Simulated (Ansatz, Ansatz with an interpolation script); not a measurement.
Rows from a G0W0 calculation on AlH3 (R-3c) (Ansatz 0.2.0; G0W0 on LDA, plane waves, PAW; PAW set soft_1; 4×4×4 mesh, 281 empty bands, screening to 150 eV, PAW set soft_1 files), in eV. Spin-orbit coupling is left out.

```csv
row,Σx,Σc,Vxc,Z
A,-15.35,2.13,-11.87,0.77
B,-6.66,-4.58,-11.93,0.77
C,-8.29,-3.64,-12.88,0.80
D,-3.64,-4.22,-8.52,0.81
E,-4.85,-3.98,-9.36,0.80
F,-14.58,1.95,-11.38,0.77
```

**Question.** Which rows are filled states and which are empty ones, and how can one tell?

Filled: A and F. Empty: B, C, D and E. The sign of Σc tells: for a filled state bare exchange, which holds its interaction with itself, lies below Vxc (Σx − Vxc is -3.2 eV or lower here) and screening gives part back as a positive Σc. For an empty state Σx lies above Vxc (+4.5 eV or more) and the Coulomb hole leaves Σc negative.

[Paths, hosts, dates, memory and timing lines, banners, echoed tables and standing remarks are left out of the program output.]

[Logs are printed without paths, hosts, clocks, repeated set-up lines and the standing remarks that a program may print on its own settings, such as how far it seeks lower states.]

[Runs of the session that timed out or met a known fault of the program may be left out.]

[Hosts, paths, dates, database ids (printed as entryN), source tags and the programs' standing remarks are cut or masked in the printed files.]
